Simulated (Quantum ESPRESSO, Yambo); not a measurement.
# V2O5 (Pmmn): G0W0 in Yambo against the screening cutoff

How does the gap of V2O5 (Pmmn) converge in the screening cutoff?

Calculated with Yambo 5.3.0; LDA and many-body steps on it, plane waves.

## (1) The starting structure

It takes space group Pmmn (No. 59, orthorhombic). Conventional cell: a = 3.564 Å, b = 11.512 Å, c = 4.368 Å, α = 90.00°, β = 90.00°, γ = 90.00°. V has 5 O at 1.58 to 2.02 Å nearest. Nearest to O lie 1 V at 1.58 Å. O has 3 V at 1.88 to 2.02 Å nearest. O has 2 V at 1.78 Å nearest. Farther neighbours and most contacts between anions are not listed.

Coordinates:

```cif
data_structure
_symmetry_space_group_name_H-M 'P 1'
_symmetry_Int_Tables_number 1
_cell_length_a 3.5640
_cell_length_b 11.5120
_cell_length_c 4.3680
_cell_angle_alpha 90.000
_cell_angle_beta 90.000
_cell_angle_gamma 90.000
_cell_volume 179.21
loop_
_atom_site_label
_atom_site_type_symbol
_atom_site_fract_x
_atom_site_fract_y
_atom_site_fract_z
_atom_site_occupancy
V1 V 0.00000 0.85118 0.10830 1
V2 V 0.00000 0.14882 0.10830 1
V3 V 0.50000 0.35118 0.89170 1
V4 V 0.50000 0.64882 0.89170 1
O5 O 0.00000 0.85430 0.46900 1
O6 O 0.00000 0.14570 0.46900 1
O7 O 0.50000 0.35430 0.53100 1
O8 O 0.50000 0.64570 0.53100 1
O9 O 0.00000 0.68110 0.99700 1
O10 O 0.00000 0.31890 0.99700 1
O11 O 0.50000 0.18110 0.00300 1
O12 O 0.50000 0.81890 0.00300 1
O13 O 0.00000 0.00000 0.99900 1
O14 O 0.50000 0.50000 0.00100 1
```

The cell and positions come from the Crystallography Open Database and are kept as given unless a step says otherwise.

## (2) 1 Ha

This step: Yambo 5.3.0; G0W0 on LDA, plane waves, norm-conserving pseudopotentials.

G0W0 replaces the xc potential by the self-energy, built once from these orbitals. Only a window of levels is corrected, while the sums run over the empty bands that the input names.

The input, gw7.in:

```
HF_and_locXC
gw0
dyson
ppa
em1d
rim_cut
RandQpts= 1000000
RandGvec= 1 RL
EXXRLvcs= 76 Ry
VXCRLvcs= 304 Ry
Chimod= "HARTREE"
% BndsRnXp
 1 | 143 |
%
NGsBlkXp= 2 Ry
% LongDrXp
 1 | 1 | 1 |
%
% GbndRnge
 1 | 143 |
%
DysSolver= "n"
ExtendOut
PPAPntXp= 27.21138 eV
% QPkrange
 9 | 9 | 55 | 58 |
 1 | 1 | 55 | 58 |
 3 | 3 | 55 | 58 |
%
```

Started as:

```sh
> OMP_NUM_THREADS=2 mpirun -n 4 yambo -F gw7.in -J gw7 -C gw7 > gw7.log
```

Log:

```text
 Yambo, version 5.3.0

 [02] CORE Variables Setup
 =========================

  [... cell, symmetries and grids as in the set-up ...]

  [02.05] Energies & Occupations
  ==============================

  [X] === General ===
  [X] Electronic Temperature                        :  0.000000  0.000000 [eV K]
  [X] Bosonic    Temperature                        :  0.000000  0.000000 [eV K]
  [X] Finite Temperature mode                       : no
  [X] El. density                                   :  0.62495E+24 [cm-3]
  [X] Fermi Level                                   :  3.895378 [eV]

  [X] === Gaps and Widths ===
  [X] Conduction Band Min                           :  1.746738 [eV]
  [X] Valence Band Max                              :  0.000000 [eV]
  [X] Filled Bands                                  :   56
  [X] Empty Bands                                   :    57   403
  [X] Direct Gap                                    :  1.998940 [eV]
  [X] Direct Gap localized at k                     :  3
  [X] Indirect Gap                                  :  1.746738 [eV]
  [X] Indirect Gap between kpts                     :   9   1
  [X] Last valence band width                       :  0.637697 [eV]
  [X] 1st conduction band width                     :  0.575954 [eV]

 [03] Transferred momenta grid and indexing
 ==========================================

 IBZ Q-points                                      :   9
 BZ  Q-points                                      :  16

 K/Q-points units:
 rlu = crystal or reduced units; cc = cartesian coordinates; iku = interal k-units

 Q [1]          [rlu]:  0.000000  0.000000  0.000000
 Q [2]          [rlu]:  0.000000  0.000000  0.250000
 Q [3]          [rlu]:  0.000000  0.000000 -0.500000
 Q [4]          [rlu]:  0.250000  0.000000  0.000000
 Q [5]          [rlu]:  0.250000  0.000000  0.250000
 Q [6]          [rlu]:  0.250000  0.000000 -0.500000
 Q [7]          [rlu]: -0.500000  0.000000  0.000000
 Q [8]          [rlu]: -0.500000  0.000000  0.250000
 Q [9]          [rlu]: -0.500000  0.000000 -0.500000

 [04] Coloumb potential Random Integration (RIM)
 ===============================================

  [04.01] RIM initialization
  ==========================

  * Diagonal components only detected *

  8 x (sBL volume)        :  0.102551 [a.u.]
  sBZ random points       :  1000000
  Points outside the sBZ  :   7992674
  RL volume               :  0.205103 [a.u.]
  Integrated volume       :  0.205291 [a.u.]

  [04.02] RIM integrals
  =====================

  Gamma point sphere radius             :  0.084905 [a.u.]
  Points outside the sphere             :   799890
  [Int_sBZ(q=0) 1/q^2]*(Vol_sBZ)^(-1/3) =:  7.564707
                                 should be <:  7.795600

  Summary of Coulomb integrals for non-metallic bands |Q|[au] RIM/Bare

  Q [1] 0.100000E-4 0.970382 * Q [2] 0.190300 0.908610
  Q [4] 0.233229 1.034405 * Q [5] 0.301015 1.014425
  Q [3] 0.380600 0.981810 * Q [6] 0.446377 0.997319
  Q [7] 0.466459 1.015374 * Q [8] 0.503784 1.011018
  Q [9] 0.602030 1.004686

 [WARNING] [Xp] User bands 1-143 break level degeneracy

 [05] Dipoles
 ============

  [05.01] Setup: observables and procedures
  =========================================

  [WARNING] [x,Vnl] slows the Dipoles computation. To neglect it rename the ns.kb_pp file

 [06] Dynamic Dielectric Matrix (PPA)
 ====================================

 [WR./gw7//ndb.pp]---------------------------------------------------------------
  Brillouin Zone Q/K grids (IBZ/BZ)                :   9  16   9  16
  RL vectors                                       :  16355 [WF]
  Coulomb cutoff potential                         : none
  Electronic Temperature                           :  0.000000 [K]
  Bosonic    Temperature                           :  0.000000 [K]
  PPA    diel. fun.  energies                      : Slater exchange(X)+Perdew & Wang(C)
  wavefunctions                                    : Slater exchange(X)+Perdew & Wang(C)
  Global Gauge                                     : length
[...]
X Hxc Kernel                                     : HARTREE
  X Drude frequency                                :  0.000000  0.000000
  X poles                                          :  100.0000 [o/o]
  RL vectors in the sum                            :  16355
  [r,Vnl] included                                 : yes
  Field direction                                  :  0.577350E-5  0.577350E-5  0.577350E-5
  BZ energy Double Grid                            : no
  BZ energy DbGd points                            : 0
  BZ Q point size factor                           : -1.000000
  X Optical Averaged directions                    : none

 [07] Local Exchange-Correlation + Non-Local Fock
 ================================================

 [VXC] Plane waves :  108349
 [EXS] Plane waves :  13565

 QP @ state[ 1 ] K range:  1  1
 QP @ state[ 1 ] b range:   55   58
 QP @ state[ 2 ] K range:  3  3
 QP @ state[ 2 ] b range:   55   58
 QP @ state[ 3 ] K range:   9   9
 QP @ state[ 3 ] b range:   55   58

 [xc] Functional : Slater exchange(X)+Perdew & Wang(C)
 [xc] LIBXC used to calculate xc functional
  PP Number of Atomic Species                      :  2
  NLCC RL compoments                               :  108349
  PP Number of Atomic Species                      :  2
  NLCC RL compoments                               :  108349

 [xc] E_xc :  -67.51094 [Ha]
      E_xc :  -135.0219 [Ry]

  Local XC kind (lXC) : Slater exchange(X)+Perdew & Wang(C)
  Non-Local XC kind (nlXC) : Hartree-Fock

  Corrections @ K [1] :  [eV]
 <55|nlXC|55> = -24.54709 -0.14059E-16 <55|lXC|55> = -19.38250  0.000000
 <56|nlXC|56> = -24.26531 -0.90136E-18 <56|lXC|56> = -19.77310  0.000000
 <57|nlXC|57> = -14.11019 -0.36224E-17 <57|lXC|57> = -21.89534  0.37763E-15
 <58|nlXC|58> = -14.45943 -0.54196E-18 <58|lXC|58> = -21.70626  0.000000

  Corrections @ K [3] :  [eV]
 <55|nlXC|55> = -24.63140 -0.16302E-16 <55|lXC|55> = -19.96590 -0.37763E-15
 <56|nlXC|56> = -24.73021  0.82885E-17 <56|lXC|56> = -20.01216  0.18882E-15
[...]
Corrections @ K [9] :  [eV]
[...]
<56|nlXC|56> = -24.71195 -0.67897E-17 <56|lXC|56> = -19.95462  0.000000
 <57|nlXC|57> = -14.90687  0.26735E-18 <57|lXC|57> = -22.34385  0.000000
 <58|nlXC|58> = -14.90684 -0.10421E-17 <58|lXC|58> = -22.34383  0.23602E-16

  [07.01] Hartree-Fock occupations report
  =======================================

  [Hartree-Fock] === General ===
  [Hartree-Fock] Electronic Temperature             :  0.000000  0.000000 [eV K]
  [Hartree-Fock] Bosonic    Temperature             :  0.000000  0.000000 [eV K]
  [Hartree-Fock] Finite Temperature mode            : no
  [Hartree-Fock] El. density                        :  0.62495E+24 [cm-3]
  [Hartree-Fock] Fermi Level                        :  3.895378 [eV]

  [Hartree-Fock] === Gaps and Widths ===
  [Hartree-Fock] Conduction Band Min                :  1.809317 [eV]
  [Hartree-Fock] Valence Band Max                   : -0.100608 [eV]
  [Hartree-Fock] Filled Bands                       :   56
  [Hartree-Fock] Empty Bands                        :    57   403
  [Hartree-Fock] Direct Gap                         :  2.185512 [eV]
  [Hartree-Fock] Direct Gap localized at k          :   6
  [Hartree-Fock] Indirect Gap                       :  1.909925 [eV]
  [Hartree-Fock] Indirect Gap between kpts          :   6   2
  [Hartree-Fock] Last valence band width            :  5.029299 [eV]
  [Hartree-Fock] 1st conduction band width          :  7.950349 [eV]

 [08] Dyson equation: Newton solver
 ==================================

  [08.01] G0W0 (W PPA)
  ====================

  [  GW  ] Bands range     :    1  143
  [GW/PPA] G damping       :  0.100000 [eV]

  QP @ state[ 1 ] K range:  1  1
  QP @ state[ 1 ] b range:   55   58
  QP @ state[ 2 ] K range:  3  3
  QP @ state[ 2 ] b range:   55   58
  QP @ state[ 3 ] K range:   9   9
  QP @ state[ 3 ] b range:   55   58

   Sc/G bands                                       :    1  143
   Sc/G damping                                     :  0.100000 ev
   Sc bands terminator                              : no
   Sx RL components                                 :  13565

   QP @ state[ 1 ] K range                          :  1  1
   QP @ state[ 1 ] b range                          :   55   58
   QP @ state[ 2 ] K range                          :  3  3
   QP @ state[ 2 ] b range                          :   55   58
   QP @ state[ 3 ] K range                          :   9   9
   QP @ state[ 3 ] b range                          :   55   58
   GF energies kind                                 : Slater exchange(X)+Perdew & Wang(C)
   GF WF`s kind                                     : Slater exchange(X)+Perdew & Wang(C)
   Xs energies kind                                 : Slater exchange(X)+Perdew & Wang(C)
   Xs WF`s kind                                     : Slater exchange(X)+Perdew & Wang(C)

 [11] Game Over & Game summary
```

Run time: 1.7 min. Hardware: 4 MPI ranks of AMD EPYC 7R43, shared host; peak memory 5.2 GiB.

This step gave:

```
G0W0 gap on the points computed              : 4.665 eV
starting gap on the mesh                     : 1.747 eV
k of the valence top                         : -0.5, 0, -0.5
k of the conduction bottom                   : 0, 0, 0
least direct G0W0 gap on the computed points : 4.885 eV
Z at the valence top                         : 0.7784
Z at the conduction bottom                   : 0.7810
```

The gap on the mesh goes from 1.75 eV to 4.67 eV, a correction of +2.92 eV.

## (3) 1.75 Ha

gw8.in, as its differences from gw7.in of step 2:

```diff
@@ -14,3 +14,3 @@
 %
-NGsBlkXp= 2 Ry
+NGsBlkXp= 3.5 Ry
 % LongDrXp
```

Started as:

```sh
> OMP_NUM_THREADS=2 mpirun -n 4 yambo -F gw8.in -J gw8 -C gw8 > gw8.log
```

Log:

```text
 Yambo, version 5.3.0

 [02] CORE Variables Setup
 =========================

  [... cell, symmetries and grids as in the set-up ...]

  [02.05] Energies & Occupations
  ==============================

  [X] === General ===
  [X] Electronic Temperature                        :  0.000000  0.000000 [eV K]
  [X] Bosonic    Temperature                        :  0.000000  0.000000 [eV K]
  [X] Finite Temperature mode                       : no
  [X] El. density                                   :  0.62495E+24 [cm-3]
  [X] Fermi Level                                   :  3.895378 [eV]

  [X] === Gaps and Widths ===
  [X] Conduction Band Min                           :  1.746738 [eV]
  [X] Valence Band Max                              :  0.000000 [eV]
  [X] Filled Bands                                  :   56
  [X] Empty Bands                                   :    57   403
  [X] Direct Gap                                    :  1.998940 [eV]
  [X] Direct Gap localized at k                     :  3
  [X] Indirect Gap                                  :  1.746738 [eV]
  [X] Indirect Gap between kpts                     :   9   1
  [X] Last valence band width                       :  0.637697 [eV]
  [X] 1st conduction band width                     :  0.575954 [eV]

 [03] Transferred momenta grid and indexing
 ==========================================

 IBZ Q-points                                      :   9
 BZ  Q-points                                      :  16

 K/Q-points units:
 rlu = crystal or reduced units; cc = cartesian coordinates; iku = interal k-units

 Q [1]          [rlu]:  0.000000  0.000000  0.000000
 Q [2]          [rlu]:  0.000000  0.000000  0.250000
 Q [3]          [rlu]:  0.000000  0.000000 -0.500000
[...]
[Hartree-Fock] === Gaps and Widths ===
  [Hartree-Fock] Conduction Band Min                :  1.809317 [eV]
  [Hartree-Fock] Valence Band Max                   : -0.100608 [eV]
  [Hartree-Fock] Filled Bands                       :   56
  [Hartree-Fock] Empty Bands                        :    57   403
  [Hartree-Fock] Direct Gap                         :  2.185512 [eV]
  [Hartree-Fock] Direct Gap localized at k          :   6
  [Hartree-Fock] Indirect Gap                       :  1.909925 [eV]
  [Hartree-Fock] Indirect Gap between kpts          :   6   2
  [Hartree-Fock] Last valence band width            :  5.029299 [eV]
  [Hartree-Fock] 1st conduction band width          :  7.950349 [eV]

 [08] Dyson equation: Newton solver
 ==================================

  [08.01] G0W0 (W PPA)
  ====================

  [  GW  ] Bands range     :    1  143
  [GW/PPA] G damping       :  0.100000 [eV]

  QP @ state[ 1 ] K range:  1  1
  QP @ state[ 1 ] b range:   55   58
  QP @ state[ 2 ] K range:  3  3
  QP @ state[ 2 ] b range:   55   58
  QP @ state[ 3 ] K range:   9   9
  QP @ state[ 3 ] b range:   55   58

   Sc/G bands                                       :    1  143
   Sc/G damping                                     :  0.100000 ev
   Sc bands terminator                              : no
   Sx RL components                                 :  13565

   QP @ state[ 1 ] K range                          :  1  1
   QP @ state[ 1 ] b range                          :   55   58
   QP @ state[ 2 ] K range                          :  3  3
   QP @ state[ 2 ] b range                          :   55   58
   QP @ state[ 3 ] K range                          :   9   9
   QP @ state[ 3 ] b range                          :   55   58
   GF energies kind                                 : Slater exchange(X)+Perdew & Wang(C)
   GF WF`s kind                                     : Slater exchange(X)+Perdew & Wang(C)
   Xs energies kind                                 : Slater exchange(X)+Perdew & Wang(C)
   Xs WF`s kind                                     : Slater exchange(X)+Perdew & Wang(C)

 [11] Game Over & Game summary
```

The job ended after 97 s (4 MPI ranks; peak memory 5.2 GiB).

This step gave:

```yaml
g0w0_gap_on_the_points_computed: 3.839 eV
starting_gap_on_the_mesh: 1.747 eV
k_of_the_valence_top: -0.5, 0, -0.5
k_of_the_conduction_bottom: 0, 0, 0
least_direct_g0w0_gap_on_the_computed_points: 4.110 eV
z_at_the_valence_top: 0.7589
z_at_the_conduction_bottom: 0.7646
```

Against the run before, the gap moves by −0.826 eV.

## (4) 3.5 Ha

gw9.in, as its differences from gw8.in of step 3:

```diff
@@ -14,3 +14,3 @@
 %
-NGsBlkXp= 3.5 Ry
+NGsBlkXp= 7 Ry
 % LongDrXp
```

Started as:

```sh
> OMP_NUM_THREADS=2 mpirun -n 4 yambo -F gw9.in -J gw9 -C gw9 > gw9.log
```

Log:

```text
 Yambo, version 5.3.0

 [02] CORE Variables Setup
 =========================

  [... cell, symmetries and grids as in the set-up ...]

  [02.05] Energies & Occupations
  ==============================

  [X] === General ===
  [X] Electronic Temperature                        :  0.000000  0.000000 [eV K]
  [X] Bosonic    Temperature                        :  0.000000  0.000000 [eV K]
  [X] Finite Temperature mode                       : no
  [X] El. density                                   :  0.62495E+24 [cm-3]
[...]
QP @ state[ 1 ] b range                          :   55   58
   QP @ state[ 2 ] K range                          :  3  3
   QP @ state[ 2 ] b range                          :   55   58
   QP @ state[ 3 ] K range                          :   9   9
   QP @ state[ 3 ] b range                          :   55   58
   GF energies kind                                 : Slater exchange(X)+Perdew & Wang(C)
   GF WF`s kind                                     : Slater exchange(X)+Perdew & Wang(C)
   Xs energies kind                                 : Slater exchange(X)+Perdew & Wang(C)
   Xs WF`s kind                                     : Slater exchange(X)+Perdew & Wang(C)

 [11] Game Over & Game summary
```

Wall time 4.1 min (4 MPI ranks); peak memory 5.2 GiB.

This step gave:

```
G0W0 gap on the points computed              : 3.637 eV
starting gap on the mesh                     : 1.747 eV
k of the valence top                         : -0.5, 0, -0.5
k of the conduction bottom                   : 0, 0, 0
least direct G0W0 gap on the computed points : 3.926 eV
```

Against the run before, the gap moves by −0.202 eV.

## (5) 4.5 Ha

gw10.in, as its differences from gw9.in of step 4:

```diff
@@ -14,3 +14,3 @@
 %
-NGsBlkXp= 7 Ry
+NGsBlkXp= 9 Ry
 % LongDrXp
```

Started as:

```sh
> OMP_NUM_THREADS=2 mpirun -n 4 yambo -F gw10.in -J gw10 -C gw10 > gw10.log
```

Log:

```text
 Yambo, version 5.3.0

 [02] CORE Variables Setup
 =========================

  [... cell, symmetries and grids as in the set-up ...]

  [02.05] Energies & Occupations
  ==============================

  [X] === General ===
  [X] Electronic Temperature                        :  0.000000  0.000000 [eV K]
  [X] Bosonic    Temperature                        :  0.000000  0.000000 [eV K]
  [X] Finite Temperature mode                       : no
  [X] El. density                                   :  0.62495E+24 [cm-3]
[...]
QP @ state[ 1 ] b range                          :   55   58
   QP @ state[ 2 ] K range                          :  3  3
   QP @ state[ 2 ] b range                          :   55   58
   QP @ state[ 3 ] K range                          :   9   9
   QP @ state[ 3 ] b range                          :   55   58
   GF energies kind                                 : Slater exchange(X)+Perdew & Wang(C)
   GF WF`s kind                                     : Slater exchange(X)+Perdew & Wang(C)
   Xs energies kind                                 : Slater exchange(X)+Perdew & Wang(C)
   Xs WF`s kind                                     : Slater exchange(X)+Perdew & Wang(C)

 [11] Game Over & Game summary
```

It took 6.8 min on 4 MPI ranks; peak memory 5.2 GiB; 48 min of CPU time.

This step gave:

```yaml
g0w0_gap_on_the_points_computed: 3.634 eV
starting_gap_on_the_mesh: 1.747 eV
k_of_the_valence_top: -0.5, 0, -0.5
k_of_the_conduction_bottom: 0, 0, 0
least_direct_g0w0_gap_on_the_computed_points: 3.928 eV
```

Against the run before, the gap moves by −0.003 eV.

## (6) The runs together

Times are wall times on 4 MPI ranks of AMD EPYC 7R43, shared host, good to a factor of about two.

| run | mesh | bands | screening cutoff (eV) | DFT gap (eV) | gap on the mesh (eV) | direct (eV) | time |
| --- | --- | --- | --- | --- | --- | --- | --- |
| 1 Ha | 4×1×4 | 143 | 27.2 | 1.747 | 4.665 | 4.885 | 1.7 min |
| 1.75 Ha | 4×1×4 | 143 | 47.6 | 1.747 | 3.839 | 4.110 | 97 s |
| 3.5 Ha | 4×1×4 | 143 | 95.2 | 1.747 | 3.637 | 3.926 | 4.1 min |
| 4.5 Ha | 4×1×4 | 143 | 122.5 | 1.747 | 3.634 | 3.928 | 6.8 min |

## (7) Summary of results

```
1 Ha         : 4.665 eV
1.75 Ha      : 3.839 eV
3.5 Ha       : 3.637 eV
4.5 Ha       : 3.634 eV
known limits : not at the basis limit; no spin polarisation; coarse k mesh
```

In words: The setting moved: screening cutoff. From 1 Ha to 4.5 Ha the gap moves by −1.03 eV, for 4.0 times the time. It holds to 0.03 eV from 3.5 Ha on. Bands and screening cutoff are coupled, so a series along one setting does not show full convergence. Bands and cutoff are finite, so the gap is not at the basis limit. The miss can reach some tenths of an eV and take either sign; the mesh is an error of its own. In the G0W0 runs levels were corrected at 3 k points alone, so a gap called «on the mesh» is the least over those, and an edge elsewhere would be missed. The 4×1×4 mesh is coarse for this cell, which bears on the long-range parts of exchange and screening. The runs have no spin polarisation. For a closed low-spin shell that is the natural state; where a d or f shell is open it is a constraint, and the gap is then not the crystal's own.

[Paths, hosts, dates, memory and timing lines, banners, echoed tables and standing remarks are left out of the program output.]

[Logs are printed without paths, hosts, clocks, repeated set-up lines and the standing remarks that a program may print on its own settings, such as how far it seeks lower states.]

[Runs of the session that timed out or met a known fault of the program may be left out.]

[Hosts, paths, dates, database ids (printed as entryN), source tags and the programs' standing remarks are cut or masked in the printed files.]
